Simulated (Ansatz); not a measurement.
# Resistivity from frozen vibrations: Ti(0001) with 2 thermally displaced layers, 2x2, part 2 of 2

Wanted: the phonon-limited resistivity of Ti at 273 K by the Landauer route.

Ansatz 0.2.0; Ansatz plane-wave DFT, PBE, PAW files; ballistic transport by layer matching (Landauer), zero bias; PAW set soft_1.

So far. Step 2 (With 2 displaced layers): Over the solved energies the transmission per spin lies between 2.05 and 2.57, out of 2.71 channels of the lead on average (up to 3.22).

### 3. With 6 displaced layers

Each atom of 6 layers is moved at random, by amounts drawn from a normal law 0.0708 Å wide in each direction from the Debye model (420 K) at 273 K. A fresh draw is used; the growth of the resistance with length is what counts.

System of this step: Ti(0001) with 6 thermally displaced layers, 2x2. The cell holds 64 atoms: 64 Ti. Cell: a = 5.900 Å, b = 5.900 Å, c = 37.488 Å, α = 90.0°, β = 90.0°, γ = 120.0°. It derives from Ti. Regions: lead, 40 atoms (40 Ti); scattering region, 24 atoms (24 Ti). The structure is stacked along c, and the current runs across the ab planes.

File input.yaml:

```yaml
crystal:
  lattice:
    - [5.9, 0.0, 0.0]
    - [-2.95, 5.1095498823, 0.0]
    - [0.0, 0.0, 37.488]
  atoms:
    - { symbol: Ti, position: [0.1666666667, 0.3333333333, 0.03125] }
    - { symbol: Ti, position: [0.1666666667, 0.8333333333, 0.03125] }
    - { symbol: Ti, position: [0.6666666667, 0.3333333333, 0.03125] }
    - { symbol: Ti, position: [0.6666666667, 0.8333333333, 0.03125] }
    - { symbol: Ti, position: [0.3333333333, 0.1666666667, 0.09375] }
    - { symbol: Ti, position: [0.3333333333, 0.6666666667, 0.09375] }
    - { symbol: Ti, position: [0.8333333333, 0.1666666667, 0.09375] }
    - { symbol: Ti, position: [0.8333333333, 0.6666666667, 0.09375] }
    - { symbol: Ti, position: [0.1666666667, 0.3333333333, 0.15625] }
    - { symbol: Ti, position: [0.1666666667, 0.8333333333, 0.15625] }
    - { symbol: Ti, position: [0.6666666667, 0.3333333333, 0.15625] }
    - { symbol: Ti, position: [0.6666666667, 0.8333333333, 0.15625] }
    - { symbol: Ti, position: [0.3333333333, 0.1666666667, 0.21875] }
    - { symbol: Ti, position: [0.3333333333, 0.6666666667, 0.21875] }
    - { symbol: Ti, position: [0.8333333333, 0.1666666667, 0.21875] }
    - { symbol: Ti, position: [0.8333333333, 0.6666666667, 0.21875] }
    - { symbol: Ti, position: [0.1666666667, 0.3333333333, 0.28125] }
    - { symbol: Ti, position: [0.1666666667, 0.8333333333, 0.28125] }
    - { symbol: Ti, position: [0.6666666667, 0.3333333333, 0.28125] }
    - { symbol: Ti, position: [0.6666666667, 0.8333333333, 0.28125] }
    - { symbol: Ti, position: [0.3448203022, 0.1679686581, 0.3423465583] }
    - { symbol: Ti, position: [0.3191088531, 0.660327548, 0.344165644] }
    - { symbol: Ti, position: [0.8197757972, 0.1637697605, 0.3434494442] }
    - { symbol: Ti, position: [0.841306511, 0.6696395154, 0.3444208075] }
    - { symbol: Ti, position: [0.1579273059, 0.3315382933, 0.4077298453] }
    - { symbol: Ti, position: [0.1758599689, 0.8158963321, 0.409107708] }
    - { symbol: Ti, position: [0.6882189804, 0.3441538407, 0.4067491909] }
    - { symbol: Ti, position: [0.6729977443, 0.8535256965, 0.4099502165] }
    - { symbol: Ti, position: [0.3640481888, 0.1848797504, 0.4694245973] }
    - { symbol: Ti, position: [0.3188102487, 0.6666049807, 0.4699891731] }
    - { symbol: Ti, position: [0.8206171345, 0.1721387757, 0.4695614179] }
    - { symbol: Ti, position: [0.8334819583, 0.6502676263, 0.4675009591] }
    - { symbol: Ti, position: [0.1533317948, 0.3171325584, 0.53453326] }
    - { symbol: Ti, position: [0.1629968263, 0.8378892867, 0.5307619141] }
    - { symbol: Ti, position: [0.6948013512, 0.3516192252, 0.5324455271] }
    - { symbol: Ti, position: [0.6405986534, 0.834053891, 0.5325405375] }
    - { symbol: Ti, position: [0.3410958255, 0.1581091725, 0.5971892593] }
    - { symbol: Ti, position: [0.3129156431, 0.6575050586, 0.5955150161] }
    - { symbol: Ti, position: [0.8477874095, 0.1943981239, 0.594105852] }
    - { symbol: Ti, position: [0.8231245085, 0.6614377289, 0.5916903343] }
    - { symbol: Ti, position: [0.1557078569, 0.3420640036, 0.6573470184] }
    - { symbol: Ti, position: [0.1769679209, 0.8228826763, 0.6594383876] }
    - { symbol: Ti, position: [0.6741219343, 0.355137567, 0.6554330662] }
    - { symbol: Ti, position: [0.6595751411, 0.8367926512, 0.6581969882] }
    - { symbol: Ti, position: [0.3333333333, 0.1666666667, 0.71875] }
    - { symbol: Ti, position: [0.3333333333, 0.6666666667, 0.71875] }
    - { symbol: Ti, position: [0.8333333333, 0.1666666667, 0.71875] }
    - { symbol: Ti, position: [0.8333333333, 0.6666666667, 0.71875] }
    - { symbol: Ti, position: [0.1666666667, 0.3333333333, 0.78125] }
    - { symbol: Ti, position: [0.1666666667, 0.8333333333, 0.78125] }
    - { symbol: Ti, position: [0.6666666667, 0.3333333333, 0.78125] }
    - { symbol: Ti, position: [0.6666666667, 0.8333333333, 0.78125] }
    - { symbol: Ti, position: [0.3333333333, 0.1666666667, 0.84375] }
    - { symbol: Ti, position: [0.3333333333, 0.6666666667, 0.84375] }
    - { symbol: Ti, position: [0.8333333333, 0.1666666667, 0.84375] }
    - { symbol: Ti, position: [0.8333333333, 0.6666666667, 0.84375] }
    - { symbol: Ti, position: [0.1666666667, 0.3333333333, 0.90625] }
    - { symbol: Ti, position: [0.1666666667, 0.8333333333, 0.90625] }
    - { symbol: Ti, position: [0.6666666667, 0.3333333333, 0.90625] }
    - { symbol: Ti, position: [0.6666666667, 0.8333333333, 0.90625] }
    - { symbol: Ti, position: [0.3333333333, 0.1666666667, 0.96875] }
    - { symbol: Ti, position: [0.3333333333, 0.6666666667, 0.96875] }
    - { symbol: Ti, position: [0.8333333333, 0.1666666667, 0.96875] }
    - { symbol: Ti, position: [0.8333333333, 0.6666666667, 0.96875] }
kpoints:
  mp_grid: { grid: [4, 4, 1] }
hamiltonian:
  xc: pbe
  pseudopotentials: { kind: paw, azcp: { folder: soft_1 } }
scf:
  occupations: { method: fermi_dirac, width: 0.1 }
output:
  transmission: { leads: [[0, 8]], kmesh: [8, 8], e_range: [-0.05, 0.05], de: 0.05 }
  write_potential: true
  write_density: true
  volumetric_format: npy
```

Launch:

```
ansatz run input.yaml --threads 4 --pin off --max-ram 15360MiB --backend cpu --events-out ev --progress --plain --runs-dir out
```

Numbers of over 12 decimals in the logs are rounded to 6 here.

What it wrote:

```text
[...]
Crystal: 64 atoms, lattice volume = 1130.126 Å³
Basis set: ecut = 420 eV, 21905 PW (Γ)
Bands: 461, of which v1, the nominal top of the filled ones, is band 384 counted from 1 (383 counted from 0)
Symmetry: 1 space group operations
[...]
k-points: 10 of 16 (time reversal used)
[...]
SCF iter   1: F=—  HF=-159991.977505 eV  |F-HF|=—  |Δ(HF+E_count)|=         —  Δρ=5.89e-2  dr2=5.92e1  ethr=3.10e-3  ⟨swp⟩=7.6  Hψ=16804  notcnv=0
[...]
SCF iter   9: F=-159978.894227 eV  HF=-159978.894227 eV  |F-HF|=5.58e-8  |Δ(HF+E_count)|=   7.21e-8  Δρ=2.09e-6  dr2=7.28e-8  ethr=1.30e-11  ⟨swp⟩=6.2  Hψ=12380  notcnv=0
SCF 1 converged in 9 iterations: F = -159978.894227 eV  dr2 = 7.28e-8
[...]
transmission: 168 of 1598 steps passed
transmission: 327 of 1598 steps passed
[...]
transmission: 1598 of 1598 steps passed
SCF converged after 9 iterations
Free energy (F): -159978.894227 eV
[...]
Internal energy: -159976.355743 eV  (E = F + TS)
E sigma→0 (E₀):  -159977.624985 eV
Entropy (-TS):   -2.538484 eV (-39.664 meV/atom)
Fermi energy:    12.999861 eV
[...]
--- Band table (eV; the first three rows and the last of 10) ---
  k-point 0: bands = [... 380 lower, 13.5296, 13.5530, 13.5640, 13.5770, 13.5846, 13.5911, 13.5977, 13.6053, ... 73 higher]
  k-point 1: bands = [... 380 lower, 13.2305, 13.2450, 13.2561, 13.2619, 13.2677, 13.2774, 13.2859, 13.2982, ... 73 higher]
  k-point 2: bands = [... 380 lower, 12.7697, 12.7919, 12.8163, 12.8347, 12.8952, 12.9100, 12.9161, 12.9247, ... 73 higher]
  k-point 9: bands = [... 380 lower, 12.7862, 12.7980, 12.8338, 12.8463, 12.8646, 12.8978, 12.9347, 12.9395, ... 73 higher]
--- Transmission ---
  basis      : 253 plane waves across, 47 finite elements along
  points     : 34, standing for a mesh of 8 x 8
[...]
channels       : 2.656250e0 a spin
[...]
junction   : crystal 0 to crystal 0, 0.70 to 33.50 Å
    transmission   : 1.800464e0 a spin
[...]
```

The job ended after 18 min (4 threads of Arm Neoverse V1, shared host; peak memory 9.3 GiB).

Numbers from this step:

```
free energy                                   : -159978.8942 eV
energy at zero smearing                       : -159977.6250 eV
Fermi energy                                  : 13.00 eV
transmission per spin nearest the Fermi level : 1.800
step of the lead's potential                  : 2.5 meV
```

Per spin. Table of transmission, zone mean by energy, zero at the Fermi level:

```
energy (eV)  transmission, zone mean
    -0.0500                     1.66
     0.0000                     1.80
     0.0500                     1.80
```

Over the solved energies the transmission per spin lies between 1.66 and 1.80, out of 2.71 channels of the lead on average (up to 3.22).

### 4. With 10 displaced layers

Each atom of 10 layers is moved at random, by amounts drawn from a normal law 0.0708 Å wide in each direction from the Debye model (420 K) at 273 K. A fresh draw is used; the growth of the resistance with length is what counts.

System of this step: Ti(0001) with 10 thermally displaced layers, 2x2. The cell holds 80 atoms: 80 Ti. Cell: a = 5.900 Å, b = 5.900 Å, c = 46.860 Å, α = 90.0°, β = 90.0°, γ = 120.0°. It derives from Ti. Regions: lead, 40 atoms (40 Ti); scattering region, 40 atoms (40 Ti). The structure is stacked along c, and the current runs across the ab planes.

File input.yaml:

```yaml
crystal:
  lattice:
    - [5.9, 0.0, 0.0]
    - [-2.95, 5.1095498823, 0.0]
    - [0.0, 0.0, 46.86]
  atoms:
    - { symbol: Ti, position: [0.1666666667, 0.3333333333, 0.025] }
    - { symbol: Ti, position: [0.1666666667, 0.8333333333, 0.025] }
    - { symbol: Ti, position: [0.6666666667, 0.3333333333, 0.025] }
    - { symbol: Ti, position: [0.6666666667, 0.8333333333, 0.025] }
    - { symbol: Ti, position: [0.3333333333, 0.1666666667, 0.075] }
    - { symbol: Ti, position: [0.3333333333, 0.6666666667, 0.075] }
    - { symbol: Ti, position: [0.8333333333, 0.1666666667, 0.075] }
    - { symbol: Ti, position: [0.8333333333, 0.6666666667, 0.075] }
    - { symbol: Ti, position: [0.1666666667, 0.3333333333, 0.125] }
    - { symbol: Ti, position: [0.1666666667, 0.8333333333, 0.125] }
    - { symbol: Ti, position: [0.6666666667, 0.3333333333, 0.125] }
    - { symbol: Ti, position: [0.6666666667, 0.8333333333, 0.125] }
    - { symbol: Ti, position: [0.3333333333, 0.1666666667, 0.175] }
    - { symbol: Ti, position: [0.3333333333, 0.6666666667, 0.175] }
    - { symbol: Ti, position: [0.8333333333, 0.1666666667, 0.175] }
    - { symbol: Ti, position: [0.8333333333, 0.6666666667, 0.175] }
    - { symbol: Ti, position: [0.1666666667, 0.3333333333, 0.225] }
    - { symbol: Ti, position: [0.1666666667, 0.8333333333, 0.225] }
    - { symbol: Ti, position: [0.6666666667, 0.3333333333, 0.225] }
    - { symbol: Ti, position: [0.6666666667, 0.8333333333, 0.225] }
    - { symbol: Ti, position: [0.3312098965, 0.1585575837, 0.2729746329] }
    - { symbol: Ti, position: [0.3200047528, 0.6736284024, 0.2764945592] }
    - { symbol: Ti, position: [0.8239233032, 0.1517876148, 0.2763183752] }
    - { symbol: Ti, position: [0.8130389428, 0.6567912718, 0.275937795] }
    - { symbol: Ti, position: [0.1423545391, 0.3386842281, 0.324121668] }
    - { symbol: Ti, position: [0.167453136, 0.8322849307, 0.3253052116] }
    - { symbol: Ti, position: [0.6697409818, 0.3228305486, 0.3271458156] }
    - { symbol: Ti, position: [0.6812177308, 0.8450183228, 0.3267590535] }
    - { symbol: Ti, position: [0.3486243408, 0.1783564482, 0.3751141534] }
    - { symbol: Ti, position: [0.3152858691, 0.6647964053, 0.373837961] }
    - { symbol: Ti, position: [0.8180590366, 0.170246021, 0.3741414372] }
    - { symbol: Ti, position: [0.8137597969, 0.6522219768, 0.3754053349] }
    - { symbol: Ti, position: [0.1801259427, 0.3516482597, 0.4249789876] }
    - { symbol: Ti, position: [0.1888723021, 0.8527535247, 0.4267368576] }
    - { symbol: Ti, position: [0.6468059808, 0.350349572, 0.4255128579] }
    - { symbol: Ti, position: [0.674319858, 0.8384745216, 0.4255779991] }
    - { symbol: Ti, position: [0.3346789756, 0.1616960185, 0.472128353] }
    - { symbol: Ti, position: [0.3264615341, 0.6555356549, 0.4766311477] }
    - { symbol: Ti, position: [0.830447979, 0.1678227303, 0.4737170156] }
    - { symbol: Ti, position: [0.8271292061, 0.6665069434, 0.4727569447] }
    - { symbol: Ti, position: [0.1695384955, 0.3318643216, 0.5232094523] }
    - { symbol: Ti, position: [0.1414555914, 0.8404386749, 0.5245506203] }
    - { symbol: Ti, position: [0.6586746196, 0.3300627898, 0.5277430484] }
    - { symbol: Ti, position: [0.6666691696, 0.8345329375, 0.522754381] }
    - { symbol: Ti, position: [0.3594442848, 0.1793731054, 0.5766111713] }
    - { symbol: Ti, position: [0.3402525568, 0.6793615664, 0.5755601644] }
    - { symbol: Ti, position: [0.8396338823, 0.1645589219, 0.5727742915] }
    - { symbol: Ti, position: [0.8322743459, 0.6398690992, 0.5746376732] }
    - { symbol: Ti, position: [0.1569923112, 0.3188905954, 0.6259258732] }
    - { symbol: Ti, position: [0.1612388374, 0.8272830736, 0.6257850096] }
    - { symbol: Ti, position: [0.6705688122, 0.3525695406, 0.62553073] }
    - { symbol: Ti, position: [0.6475144278, 0.8064068947, 0.6230251705] }
    - { symbol: Ti, position: [0.3460180712, 0.1659658429, 0.6745724547] }
    - { symbol: Ti, position: [0.3441602337, 0.6489030508, 0.674115602] }
    - { symbol: Ti, position: [0.8317253863, 0.1747869461, 0.6739979998] }
    - { symbol: Ti, position: [0.814861182, 0.6444366943, 0.6761013858] }
    - { symbol: Ti, position: [0.1730365715, 0.3267359151, 0.7252466586] }
    - { symbol: Ti, position: [0.1478959161, 0.826799117, 0.7270808347] }
    - { symbol: Ti, position: [0.6842928817, 0.3653299292, 0.7238112654] }
    - { symbol: Ti, position: [0.6722726427, 0.8306257417, 0.7258544378] }
    - { symbol: Ti, position: [0.3333333333, 0.1666666667, 0.775] }
    - { symbol: Ti, position: [0.3333333333, 0.6666666667, 0.775] }
    - { symbol: Ti, position: [0.8333333333, 0.1666666667, 0.775] }
    - { symbol: Ti, position: [0.8333333333, 0.6666666667, 0.775] }
    - { symbol: Ti, position: [0.1666666667, 0.3333333333, 0.825] }
    - { symbol: Ti, position: [0.1666666667, 0.8333333333, 0.825] }
    - { symbol: Ti, position: [0.6666666667, 0.3333333333, 0.825] }
    - { symbol: Ti, position: [0.6666666667, 0.8333333333, 0.825] }
    - { symbol: Ti, position: [0.3333333333, 0.1666666667, 0.875] }
    - { symbol: Ti, position: [0.3333333333, 0.6666666667, 0.875] }
    - { symbol: Ti, position: [0.8333333333, 0.1666666667, 0.875] }
    - { symbol: Ti, position: [0.8333333333, 0.6666666667, 0.875] }
    - { symbol: Ti, position: [0.1666666667, 0.3333333333, 0.925] }
    - { symbol: Ti, position: [0.1666666667, 0.8333333333, 0.925] }
    - { symbol: Ti, position: [0.6666666667, 0.3333333333, 0.925] }
    - { symbol: Ti, position: [0.6666666667, 0.8333333333, 0.925] }
    - { symbol: Ti, position: [0.3333333333, 0.1666666667, 0.975] }
    - { symbol: Ti, position: [0.3333333333, 0.6666666667, 0.975] }
    - { symbol: Ti, position: [0.8333333333, 0.1666666667, 0.975] }
    - { symbol: Ti, position: [0.8333333333, 0.6666666667, 0.975] }
kpoints:
  mp_grid: { grid: [4, 4, 1] }
hamiltonian:
  xc: pbe
  pseudopotentials: { kind: paw, azcp: { folder: soft_1 } }
scf:
  occupations: { method: fermi_dirac, width: 0.1 }
output:
  transmission: { leads: [[0, 8]], kmesh: [8, 8], e_range: [-0.05, 0.05], de: 0.05 }
  write_potential: true
  write_density: true
  volumetric_format: npy
```

What it wrote:

```text
[...]
Crystal: 80 atoms, lattice volume = 1412.658 Å³
Basis set: ecut = 420 eV, 27409 PW (Γ)
Bands: 576, of which v1, the nominal top of the filled ones, is band 480 counted from 1 (479 counted from 0)
Symmetry: 1 space group operations
[...]
k-points: 10 of 16 (time reversal used)
[...]
SCF iter   1: F=—  HF=-199989.603746 eV  |F-HF|=—  |Δ(HF+E_count)|=         —  Δρ=5.90e-2  dr2=8.37e1  ethr=3.10e-3  ⟨swp⟩=7.4  Hψ=20618  notcnv=0
[...]
SCF iter   9: F=-199973.127808 eV  HF=-199973.127808 eV  |F-HF|=5.57e-8  |Δ(HF+E_count)|=   9.92e-8  Δρ=1.86e-6  dr2=7.35e-8  ethr=1.04e-11  ⟨swp⟩=6.6  Hψ=15475  notcnv=0
SCF 1 converged in 9 iterations: F = -199973.127808 eV  dr2 = 7.35e-8
[...]
transmission: 201 of 1972 steps passed
transmission: 402 of 1972 steps passed
[...]
transmission: 1972 of 1972 steps passed
SCF converged after 9 iterations
Free energy (F): -199973.127808 eV
[...]
Internal energy: -199969.913067 eV  (E = F + TS)
E sigma→0 (E₀):  -199971.520438 eV
Entropy (-TS):   -3.214741 eV (-40.184 meV/atom)
Fermi energy:    12.994734 eV
[...]
--- Band table (eV; the first three rows and the last of 10) ---
  k-point 0: bands = [... 476 lower, 13.5454, 13.5508, 13.5525, 13.5640, 13.5694, 13.5884, 13.5891, 13.5944, ... 92 higher]
  k-point 1: bands = [... 476 lower, 13.2430, 13.2531, 13.2562, 13.2627, 13.2685, 13.2713, 13.2791, 13.2848, ... 92 higher]
  k-point 2: bands = [... 476 lower, 12.7865, 12.7994, 12.8317, 12.8461, 12.8654, 12.8786, 12.8806, 12.9070, ... 92 higher]
  k-point 9: bands = [... 476 lower, 12.8074, 12.8482, 12.8532, 12.8631, 12.8643, 12.8730, 12.8932, 12.9046, ... 92 higher]
--- Transmission ---
  basis      : 253 plane waves across, 58 finite elements along
  points     : 34, standing for a mesh of 8 x 8
[...]
channels       : 2.656250e0 a spin
[...]
junction   : crystal 0 to crystal 0, 0.70 to 42.87 Å
    transmission   : 1.513441e0 a spin
[...]
```

The job ended after 26 min (4 threads; peak memory 9.3 GiB).

Numbers from this step:

```yaml
free_energy: -199973.1278 eV
energy_at_zero_smearing: -199971.5204 eV
fermi_energy: 12.99 eV
transmission_per_spin_nearest_the_fermi_level: 1.513
step_of_the_lead_s_potential: 5.1 meV
```

Per spin. Transmission, zone mean against energy, zero at the Fermi level:

```
energy (eV)  transmission, zone mean
    -0.0500                     1.40
     0.0000                     1.51
     0.0500                     1.45
```

Over the solved energies the transmission per spin lies between 1.40 and 1.51, out of 2.71 channels of the lead on average (up to 3.22).

### 5. The fit

This step: Ansatz plane-wave DFT, PBE, PAW files; ballistic transport by layer matching (Landauer), zero bias; resistivity from the slope of the area resistance; PAW set soft_1 (Ansatz 0.2.0).

This step gave:

```yaml
resistivity: 53.43 µΩ cm
intercept: -0.001345 fΩ m²
scatter_about_the_fit: 0.02356 fΩ m²
```

Resistance, by row:

```
run  length (Å)      T  channels N  RA (fΩ m²)
 n2       4.686  2.331       2.708      0.2324
 n6       14.06  1.753       2.708      0.7831
n10       23.43  1.457       2.708       1.234
```

The area resistance by length of the displaced region:

```
length of the displaced region (Å)  area resistance (fΩ m²)
                              4.69                    0.232
                             14.06                    0.783
                             23.43                     1.23
```

The area resistance goes from 0.23 to 1.2 fΩ m² between 4.7 and 23.4 Å, a slope of 53 µΩ cm.

By hand from the end points: (1.234 − 0.2324) fΩ m² / (23.43 − 4.69) Å = 53 µΩ cm, since 1 fΩ m² per Å is 1000 µΩ cm.

### 6. What came out

| Quantity | Value |
| --- | --- |
| resistivity from the slope | 53.4 µΩ cm |
| area resistance over 4.69 Å | 0.232 fΩ m² |
| area resistance over 14.1 Å | 0.783 fΩ m² |
| area resistance over 23.4 Å | 1.23 fΩ m² |

The slope gives 53 µΩ cm. The points scatter by 0.024 fΩ m² about the line, with one random draw a length in a 2x2 cell, so the slope is a rough value. The mean square of the displacements drawn is 0.73, 0.99 and 0.93 of the nominal one at the three lengths; with each resistance scaled back by that, the slope is 54 µΩ cm, the value used below. The current runs along the hexagonal axis, while the measured value below is not for that direction. Read with a model of isotropic scattering on a spherical Fermi surface and the lead's 0.70×10¹⁵ S/m², this slope means a mean free path near 21 Å; over these lengths the model's slope is 1.04 times its bulk resistivity, which would be 52 µΩ cm. Uncorrelated displacements put too much weight on short waves, which scatter strongly; with the sideways repeat of a small cell, one draw and three short lengths, the method is good to a factor of two or three. The measured value is 39 µΩ cm (CRC Handbook of Chemistry and Physics, 84th ed., 2003, Electrical Resistivity of Pure Metals); the scaled slope is 1.4 times that and the corrected value 1.3: fair for so small a cell.

[Logs are printed without paths, hosts, clocks, repeated set-up lines and the standing remarks that a program may print on its own settings, such as how far it seeks lower states.]

[Hosts, paths, dates, database ids (printed as entryN), source tags and the programs' standing remarks are cut or masked in the printed files.]
